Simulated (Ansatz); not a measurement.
## Cl on Pt(100): change of the work function

How does Cl on the hollow site change the work function of Pt(100) as the layer fills?

Program: Ansatz 0.2.0. Level of theory: plane-wave DFT, PBE, Ansatz PAW. Values are calculated unless marked as measured.

The raw output is cut from this account; settings, times and results stay.

### Step 1. The starting structure

The cell holds 4 atoms: 4 Pt. Its edges and angles: a = 2.772 Å, b = 2.772 Å, c = 23.880 Å, α = 90.0°, β = 90.0°, γ = 90.0°. Vacuum lies along c.

### Step 2. The clean slab

The bare slab comes first, as the zero from which every change is counted. The two lowest layers are held at bulk places and the upper ones relax. The dipole correction removes the false field that a one-sided slab makes across the periodic vacuum, so each face gets a flat vacuum level of its own.

input.yaml reads:

```yaml
crystal:
  lattice:
    - [2.7718585823, 0.0, 0.0]
    - [0.0, 2.7718585823, 0.0]
    - [0.0, 0.0, 23.88]
  atoms:
    - { symbol: Pt, position: [0.5, 0.5, 0.3768844221] }
    - { symbol: Pt, position: [0.0, 0.0, 0.458961474] }
    - { symbol: Pt, position: [0.5, 0.5, 0.541038526] }
    - { symbol: Pt, position: [0.0, 0.0, 0.6231155779] }
kpoints:
  mp_grid: { grid: [12, 12, 1] }
hamiltonian:
  xc: pbe
scf:
  occupations: { method: fermi_dirac, width: 0.1 }
  convergence: { dr2_threshold: 1.0e-08 }
efield:
  axis: 3
  dipole_correction: true
  ramp_position: 0.97
  ramp_width: 0.06
relax:
  f_tol: 0.02
  max_steps: 60
  constraints: [{ sites: [0, 1] }]
output:
  write_potential: true
  write_density: true
  volumetric_format: npy
```

The run is started by

```console
$ ansatz run input.yaml --threads 4 --pin off --max-ram 16384MiB --backend cpu --events-out ev --progress --plain --runs-dir out
```

Run time: 23 s. Hardware: 4 threads of Arm Neoverse V1, shared host; peak memory 0.54 GiB.

The steps of the relaxation:

```csv
step,energy less that of the first step (eV),largest force component (eV/Å)
1,0.0000,0.2113
2,0.0000,0.1645
3,-0.0077,0.0265
4,-0.0078,0.0008
```

The run keeps the 8 symmetry operations that the program found, so distortions that break them were not tested.

The atoms that moved most (Å):

```csv
atom,dx,dy,dz,length
Pt4,0.000,0.000,0.058,0.058
Pt3,0.000,0.000,0.045,0.045
```

Final coordinates:

```cif
data_structure
_symmetry_space_group_name_H-M 'P 1'
_symmetry_Int_Tables_number 1
_cell_length_a 2.7719
_cell_length_b 2.7719
_cell_length_c 23.8800
_cell_angle_alpha 90.000
_cell_angle_beta 90.000
_cell_angle_gamma 90.000
_cell_volume 183.47
loop_
_atom_site_label
_atom_site_type_symbol
_atom_site_fract_x
_atom_site_fract_y
_atom_site_fract_z
_atom_site_occupancy
Pt1 Pt 0.50000 0.50000 0.37688 1
Pt2 Pt 0.00000 0.00000 0.45896 1
Pt3 Pt 0.50000 0.50000 0.54293 1
Pt4 Pt 0.00000 0.00000 0.62557 1
```

This step gave:

- energy at zero smearing: -50090.3311 eV
- work function, upper face: 5.655 eV
- dipole along the normal: -1.31e-4 e·Å

Running mean over 1.96 Å of the planar mean; the ramp of the sawtooth is left out. The electron's electrostatic potential energy less the Fermi level by z:

```csv
z (Å),electron's electrostatic potential energy less the Fermi level (eV)
3.0,5.65
3.5,5.65
4.0,5.65
4.5,5.65
5.0,5.65
5.5,5.64
6.0,5.61
6.5,5.48
7.0,4.96
7.5,2.59
8.0,-3.03
8.5,-8.79
9.0,-11.3
9.5,-11.8
10.0,-12.0
10.5,-12.1
11.0,-12.1
11.5,-11.9
12.0,-11.7
12.5,-11.9
13.0,-12.1
13.5,-12.0
14.0,-11.8
14.5,-11.7
15.0,-11.1
15.5,-8.20
16.0,-2.23
16.5,3.06
17.0,5.07
17.5,5.51
18.0,5.62
18.5,5.65
19.0,5.65
19.5,5.65
20.0,5.66
20.5,5.66
```

The relaxation took 4 steps and lowered the energy by 0.0078 eV; the largest force on the free atoms ends at 8.2e-4 eV/Å.

The work function of the upper face is 5.66 eV.

### Step 3. The covered slab, k-mesh 4×4×1, coverage 0.111 ML

System of this step: Cl/Pt(100). The cell holds 37 atoms: 36 Pt and 1 Cl. Cell: a = 8.316 Å, b = 8.316 Å, c = 25.411 Å, α = 90.0°, β = 90.0°, γ = 90.0°. Vacuum lies along c.

The clean slab as it ended is repeated in the plane and the adsorbate is set on one face; the cell's size fixes the coverage, and the k-mesh shrinks with it to keep the sampling density about even. Adsorbate and upper layers relax, since the dipole depends on the height.

input.yaml reads:

```yaml
crystal:
  lattice:
    - [8.3155757469, 0.0, 0.0]
    - [0.0, 8.3155757469, 0.0]
    - [0.0, 0.0, 25.4108260328]
  atoms:
    - { symbol: Pt, position: [0.1666666667, 0.1666666667, 0.3541797495] }
    - { symbol: Pt, position: [0.0, 0.0, 0.4313122283] }
    - { symbol: Pt, position: [0.1666666667, 0.1666666667, 0.5102178985] }
    - { symbol: Pt, position: [0.0, 0.0, 0.5878791136] }
    - { symbol: Pt, position: [0.1666666667, 0.5, 0.3541797495] }
    - { symbol: Pt, position: [0.0, 0.3333333333, 0.4313122283] }
    - { symbol: Pt, position: [0.1666666667, 0.5, 0.5102178985] }
    - { symbol: Pt, position: [0.0, 0.3333333333, 0.5878791136] }
[... 25 atom lines left out ...]
    - { symbol: Pt, position: [0.6666666667, 0.6666666667, 0.4313122283] }
    - { symbol: Pt, position: [0.8333333333, 0.8333333333, 0.5102178985] }
    - { symbol: Pt, position: [0.6666666667, 0.6666666667, 0.5878791136] }
    - { symbol: Cl, position: [0.1666666667, 0.1666666667, 0.6458202505] }
kpoints:
  mp_grid: { grid: [4, 4, 1] }
hamiltonian:
  xc: pbe
scf:
  occupations: { method: fermi_dirac, width: 0.1 }
  convergence: { dr2_threshold: 1.0e-08 }
efield:
  axis: 3
  dipole_correction: true
  ramp_position: 0.97
  ramp_width: 0.06
relax:
  f_tol: 0.02
  max_steps: 60
  constraints:
    - { sites: [0, 1, 4, 5, 8, 9, 12, 13, 16, 17, 20, 21, 24, 25, 28, 29, 32, 33] }
output:
  write_potential: true
  write_density: true
  volumetric_format: npy
```

Run time: 19 min. Hardware: 4 threads; peak memory 12 GiB.

This run has no spin polarisation although its electron count is odd.

Step by step:

```csv
step,energy less that of the first step (eV),largest force component (eV/Å)
1,0.0000,1.2786
2,-0.2127,0.5494
3,-0.3096,0.2934
4,-0.3231,0.0616
5,-0.3236,0.0278
6,-0.3239,0.0014
```

Forces are held to the 8 operations that the program found; a distortion that breaks them can't arise in this run.

The atoms that moved most (Å):

```csv
atom,dx,dy,dz,length
Cl37,0.000,0.000,0.183,0.183
Pt20,0.059,0.059,0.025,0.087
Pt16,0.059,-0.059,0.025,0.087
Pt8,-0.059,0.059,0.025,0.087
Pt4,-0.059,-0.059,0.025,0.087
Pt31,0.007,-0.007,0.016,0.019
Pt19,-0.007,-0.007,0.016,0.019
Pt23,-0.007,0.007,0.016,0.019
```

Final coordinates:

```xyz
37
Lattice="8.3156 0.0000 0.0000 0.0000 8.3156 0.0000 0.0000 0.0000 25.4108" Properties=species:S:1:pos:R:3
Pt    1.3859    1.3859    9.0000
Pt    0.0000    0.0000   10.9600
Pt    1.3859    1.3859   12.9725
Pt   -0.0591   -0.0591   14.9630
Pt    1.3859    4.1578    9.0000
Pt    0.0000    2.7719   10.9600
Pt    1.3859    4.1586   12.9538
Pt   -0.0591    2.8310   14.9630
Pt    1.3859    6.9296    9.0000
Pt    0.0000    5.5437   10.9600
Pt    1.3859    6.9288   12.9538
Pt    0.0080    5.5437   14.9484
Pt    4.1578    1.3859    9.0000
Pt    2.7719    0.0000   10.9600
Pt    4.1586    1.3859   12.9538
Pt    2.8310   -0.0591   14.9630
Pt    4.1578    4.1578    9.0000
Pt    2.7719    2.7719   10.9600
Pt    4.1505    4.1505   12.9811
Pt    2.8310    2.8310   14.9630
Pt    4.1578    6.9296    9.0000
Pt    2.7719    5.5437   10.9600
Pt    4.1505    6.9370   12.9811
Pt    2.7639    5.5437   14.9484
Pt    6.9296    1.3859    9.0000
Pt    5.5437    0.0000   10.9600
Pt    6.9288    1.3859   12.9538
Pt    5.5437    0.0080   14.9484
Pt    6.9296    4.1578    9.0000
Pt    5.5437    2.7719   10.9600
Pt    6.9370    4.1505   12.9811
Pt    5.5437    2.7639   14.9484
Pt    6.9296    6.9296    9.0000
Pt    5.5437    5.5437   10.9600
Pt    6.9370    6.9370   12.9811
Pt    5.5437    5.5437   14.9507
Cl    1.3859    1.3859   16.5938
```

This step gave:

* energy at zero smearing: -451893.6982 eV
* work function, upper face: 5.478 eV
* work function, lower face: 5.666 eV
* dipole along the normal: 0.07191 e·Å
* step between the vacuum levels: -0.1882 eV

Running mean over 1.96 Å of the planar mean; the ramp of the sawtooth is left out. Table of electron's electrostatic potential energy less the Fermi level by z:

```csv
z (Å),electron's electrostatic potential energy less the Fermi level (eV)
3.0,5.67
3.5,5.67
4.0,5.67
4.5,5.67
5.0,5.66
5.5,5.66
6.0,5.62
6.5,5.50
7.0,4.96
7.5,2.61
8.0,-3.02
8.5,-8.77
9.0,-11.3
9.5,-11.8
10.0,-12.0
10.5,-12.1
11.0,-12.1
11.5,-11.8
12.0,-11.7
12.5,-11.9
13.0,-12.1
13.5,-11.9
14.0,-11.7
14.5,-11.7
15.0,-11.3
15.5,-8.92
16.0,-3.44
16.5,1.77
17.0,3.91
17.5,4.72
18.0,5.22
18.5,5.43
19.0,5.47
19.5,5.48
20.0,5.48
20.5,5.48
21.0,5.48
21.5,5.48
22.0,5.48
```

The relaxation took 6 steps and lowered the energy by 0.32 eV; the largest force on the free atoms ends at 0.0014 eV/Å.

The covered face has 5.48 eV, -0.18 eV against the clean one; the bare back face has moved by +0.01 eV, a measure of how thin the slab is.

### Step 4. Adsorbate added, k-mesh 6×6×1, coverage 0.25 ML

System of this step: Cl/Pt(100). The cell holds 17 atoms: 16 Pt and 1 Cl. Cell: a = 5.544 Å, b = 5.544 Å, c = 25.411 Å, α = 90.0°, β = 90.0°, γ = 90.0°. Vacuum lies along c.

Another coverage, to see how the dipoles act on each other as their distance changes.

input.yaml reads:

```yaml
crystal:
  lattice:
    - [5.5437171646, 0.0, 0.0]
    - [0.0, 5.5437171646, 0.0]
    - [0.0, 0.0, 25.4108260328]
  atoms:
    - { symbol: Pt, position: [0.25, 0.25, 0.3541797495] }
    - { symbol: Pt, position: [0.0, 0.0, 0.4313122283] }
    - { symbol: Pt, position: [0.25, 0.25, 0.5102178985] }
    - { symbol: Pt, position: [0.0, 0.0, 0.5878791136] }
    - { symbol: Pt, position: [0.25, 0.75, 0.3541797495] }
    - { symbol: Pt, position: [0.0, 0.5, 0.4313122283] }
    - { symbol: Pt, position: [0.25, 0.75, 0.5102178985] }
    - { symbol: Pt, position: [0.0, 0.5, 0.5878791136] }
    - { symbol: Pt, position: [0.75, 0.25, 0.3541797495] }
    - { symbol: Pt, position: [0.5, 0.0, 0.4313122283] }
    - { symbol: Pt, position: [0.75, 0.25, 0.5102178985] }
    - { symbol: Pt, position: [0.5, 0.0, 0.5878791136] }
    - { symbol: Pt, position: [0.75, 0.75, 0.3541797495] }
    - { symbol: Pt, position: [0.5, 0.5, 0.4313122283] }
    - { symbol: Pt, position: [0.75, 0.75, 0.5102178985] }
    - { symbol: Pt, position: [0.5, 0.5, 0.5878791136] }
    - { symbol: Cl, position: [0.25, 0.25, 0.6458202505] }
kpoints:
  mp_grid: { grid: [6, 6, 1] }
hamiltonian:
  xc: pbe
scf:
  occupations: { method: fermi_dirac, width: 0.1 }
  convergence: { dr2_threshold: 1.0e-08 }
efield:
  axis: 3
  dipole_correction: true
  ramp_position: 0.97
  ramp_width: 0.06
relax:
  f_tol: 0.02
  max_steps: 60
  constraints: [{ sites: [0, 1, 4, 5, 8, 9, 12, 13] }]
output:
  dos: { projected: true, e_range: [-8, 4] }
  write_potential: true
  write_density: true
  volumetric_format: npy
  elf: true
```

The job ended after 4.8 min (4 threads; peak memory 3.4 GiB).

Step by step:

```csv
step,energy less that of the first step (eV),largest force component (eV/Å)
1,0.0000,1.2778
2,-0.1541,0.6950
3,-0.2514,0.3715
4,-0.2668,0.1853
5,-0.2700,0.1084
6,-0.2724,0.0124
```

The run keeps the 8 symmetry operations that the program found, so distortions that break them were not tested.

The atoms that moved most (Å):

```csv
atom,dx,dy,dz,length
Cl17,0.000,0.000,0.238,0.238
Pt15,0.000,0.000,0.080,0.080
Pt16,0.025,0.025,0.036,0.050
Pt8,-0.025,0.025,0.036,0.050
Pt12,0.025,-0.025,0.036,0.050
Pt4,-0.025,-0.025,0.036,0.050
Pt7,0.000,0.000,-0.024,0.024
Pt11,0.000,0.000,-0.024,0.024
```

The relaxed structure:

```xyz
17
Lattice="5.5437 0.0000 0.0000 0.0000 5.5437 0.0000 0.0000 0.0000 25.4108" Properties=species:S:1:pos:R:3
Pt    1.3859    1.3859    9.0000
Pt    0.0000    0.0000   10.9600
Pt    1.3859    1.3859   12.9548
Pt   -0.0250   -0.0250   14.9742
Pt    1.3859    4.1578    9.0000
Pt    0.0000    2.7719   10.9600
Pt    1.3859    4.1578   12.9407
Pt   -0.0250    2.7969   14.9742
Pt    4.1578    1.3859    9.0000
Pt    2.7719    0.0000   10.9600
Pt    4.1578    1.3859   12.9407
Pt    2.7969   -0.0250   14.9742
Pt    4.1578    4.1578    9.0000
Pt    2.7719    2.7719   10.9600
Pt    4.1578    4.1578   13.0448
Pt    2.7969    2.7969   14.9742
Cl    1.3859    1.3859   16.6487
```

This step gave:

| Item | Value |
| --- | --- |
| energy at zero smearing | -201441.9365 eV |
| work function, upper face | 5.224 eV |
| dipole along the normal | 0.07519 e·Å |
| step between the vacuum levels | -0.4427 eV |

The density of states has structure finer than the step of the table below, so its rows give means over 0.25 eV. Peaks (eV: height): -4.840: 41.2, -4.300: 49.1, -3.340: 52.8, -3.220: 49.1, -2.230: 41.0, -2.140: 41.9, -0.030: 47.3.

The density of states by energy, zero at the Fermi level; means over each step:

```csv
energy (eV),density of states (states/eV a cell)
-7.75,1.60
-7.50,3.21
-7.25,3.36
-7.00,4.71
-6.75,10.8
-6.50,8.57
-6.25,18.3
-6.00,19.0
-5.75,23.4
-5.50,20.3
-5.25,18.2
-5.00,20.3
-4.75,19.7
-4.50,19.5
-4.25,25.3
-4.00,24.7
-3.75,22.0
-3.50,26.9
-3.25,37.9
-3.00,23.2
-2.75,22.1
-2.50,19.1
-2.25,31.1
-2.00,23.8
-1.75,23.9
-1.50,24.5
-1.25,28.6
-1.00,25.5
-0.75,28.8
-0.50,30.8
-0.25,23.8
0.00,33.7
0.25,17.0
0.50,9.71
0.75,7.31
1.00,5.66
1.25,3.88
1.50,5.20
1.75,5.09
```

Projected DOS per atom over height of the atomic layer and energy from the Fermi level. Layers: Pt4 Pt4 Pt4 Pt4 Cl from below.

Values in states/eV, 22 rows by 5 columns, each cell a mean:
```
0.25 0.25 0.24 0.28 0.14
0.22 0.18 0.19 0.25 0.17
0.43 0.32 0.29 0.39 0.22
0.70 0.69 0.70 0.74 0.36
1.78 1.88 1.91 1.64 0.59
2.15 1.58 1.44 1.79 0.37
2.26 1.23 1.17 2.00 0.24
1.97 1.14 1.24 2.01 0.24
1.78 1.20 1.16 1.72 0.24
2.44 1.06 1.30 2.10 0.21
1.60 0.90 0.93 1.56 0.38
1.87 2.32 2.21 1.79 0.33
1.21 1.38 1.52 1.39 0.59
1.24 1.47 1.58 1.31 0.99
0.95 1.07 1.27 0.92 0.96
0.98 1.41 1.47 1.21 1.89
0.91 1.80 1.28 0.69 1.16
0.73 1.76 1.56 0.81 1.88
0.27 0.88 1.07 0.60 1.21
0.21 0.61 0.61 0.38 0.51
0.11 0.26 0.25 0.17 0.15
0.05 0.15 0.15 0.07 0.05
```
Columns: height of the atomic layer (Å) from 9 to 16.6 (not evenly spaced); rows upwards: energy from the Fermi level (eV) from -7.96 to 1.95.

Electrostatic potential energy in the ca plane at fractional y = 0.250, with atoms of Pt and Cl within 0.2 Å of it. With pseudopotentials it is smooth inside the atoms' cores, unlike the true potential.

Values in eV, 8 rows by 16 columns, each cell a mean:
```
  1 -15   3   4  -1 -15   4   5   7   9   9   9   9   9   9   9
-22 -63  -6   6 -25 -63  -5   7   9   9   9   9   9   9   9   9
-16 -54  -3   6 -18 -54  -2   7   8   9   9   9   9   9   9   9
  4  -4   4   4   3  -4   5   4   7   8   9   9   9   9   9   9
  1 -15   3   4  -1 -15   4   4  -1  -1   8   9   9   9   9   9
-22 -63  -6   6 -24 -63  -5   6 -27 -34   7   9   9   9   9   9
-16 -54  -3   6 -18 -54  -3   5 -20 -26   7   9   9   9   9   9
  4  -4   4   4   3  -4   5   4   4   4   9   9   9   9   9   9
```
Columns run along c (16.0 Å, from fractional 0.31 to 0.94 of the cell; values clipped at the 3rd and 97th percentile), rows up along a (5.5 Å). Atoms in or near the plane, at fractional coordinates: Pt at (0.35, 0.25), Pt at (0.51, 0.25), Pt at (0.35, 0.75), Pt at (0.51, 0.75), Cl at (0.66, 0.25).

Valence density in the ca plane at fractional y = 0.250, with atoms of Pt and Cl within 0.2 Å of it. It is the smooth field of the valence electrons, not physical close to the nuclei.

Ten steps, logarithmic in the rise over the least value, from '0' (0 e/Å³) to '9' (11 e/Å³), each cell a mean:
```
12343322222223433222221100000000000000000000
23676532222246764322221000000000000000000000
25899742212368997421111000000000000000000000
36999842112369997421110000000000000000000000
25899742212368997421111000000000000000000000
23676532222246764322221000000000000000000000
12333322222223433222221100000000000000000000
12233222332223332222222221100000000000000000
13455322222234553222222344310000000000000000
25788632222357886322223555531000000000000000
36899742112369997421124544541000000000000000
36899742112369997421124545541000000000000000
24788632222357886322223555531000000000000000
13455322222234553222222344310000000000000000
12233222332223332222222221100000000000000000
```
Columns run along c (16.0 Å, from fractional 0.31 to 0.94 of the cell), rows up along a (5.5 Å). Atoms in or near the plane, at fractional coordinates: Pt at (0.35, 0.25), Pt at (0.51, 0.25), Pt at (0.35, 0.75), Pt at (0.51, 0.75), Cl at (0.66, 0.25).

ELF in the ca plane at fractional y = 0.250, with atoms of Pt and Cl within 0.2 Å of it. It is the smooth field of the valence electrons, not physical close to the nuclei.

Values, 8 rows by 16 columns, each cell a mean:
```
0.29 0.35 0.24 0.24 0.26 0.35 0.24 0.24 0.12 0.07 0.03 0.00 0.00 0.00 0.00 0.00
0.45 0.64 0.31 0.16 0.43 0.64 0.30 0.16 0.08 0.01 0.00 0.00 0.00 0.00 0.00 0.00
0.40 0.59 0.29 0.17 0.38 0.59 0.27 0.18 0.09 0.01 0.00 0.00 0.00 0.00 0.00 0.00
0.27 0.29 0.24 0.25 0.25 0.30 0.23 0.25 0.15 0.17 0.06 0.00 0.00 0.00 0.00 0.00
0.29 0.35 0.24 0.24 0.26 0.35 0.23 0.20 0.54 0.76 0.37 0.03 0.00 0.00 0.00 0.00
0.45 0.64 0.31 0.15 0.42 0.64 0.30 0.17 0.68 0.75 0.60 0.06 0.00 0.00 0.00 0.00
0.40 0.59 0.29 0.17 0.37 0.59 0.27 0.17 0.70 0.81 0.56 0.06 0.00 0.00 0.00 0.00
0.28 0.29 0.24 0.25 0.25 0.29 0.23 0.22 0.40 0.62 0.27 0.02 0.00 0.00 0.00 0.00
```
Columns run along c (16.0 Å, from fractional 0.31 to 0.94 of the cell), rows up along a (5.5 Å). Atoms in or near the plane, at fractional coordinates: Pt at (0.35, 0.25), Pt at (0.51, 0.25), Pt at (0.35, 0.75), Pt at (0.51, 0.75), Cl at (0.66, 0.25).

The relaxation took 6 steps and lowered the energy by 0.27 eV; the largest force on the free atoms ends at 0.012 eV/Å.

By hand: a sheet of dipoles makes a step −p/(ε₀A) in the electron's potential. With e/ε₀ = 180.95 V·Å, p = 0.07519 e·Å and A = 30.73 Å², that is −180.95 × (0.07519) / 30.73 = -0.443 eV, and the two vacuum levels of the run differ by -0.443 eV.

The covered face has 5.22 eV, -0.43 eV against the clean one; the bare back face has moved by +0.01 eV, a measure of how thin the slab is.

[end of part 1 of 2]

[Long decimals in the printed logs are rounded to 6 places.]

[Logs are printed without paths, hosts, clocks, repeated set-up lines and the standing remarks that a program may print on its own settings, such as how far it seeks lower states.]

[Hosts, paths, dates, database ids (printed as entryN), source tags and the programs' standing remarks are cut or masked in the printed files.]

[Maps of the electrostatic potential energy from Ansatz leave out the sawtooth potential of an applied field or a dipole correction, so their vacuum need not be flat; planar profiles and work functions include it.]

[The density of states shown here was stored with 400 of the rows of the run's finer table, so its peaks can read low, often by over a quarter, or be missed, and its means over a window can be off by a tenth or more.]
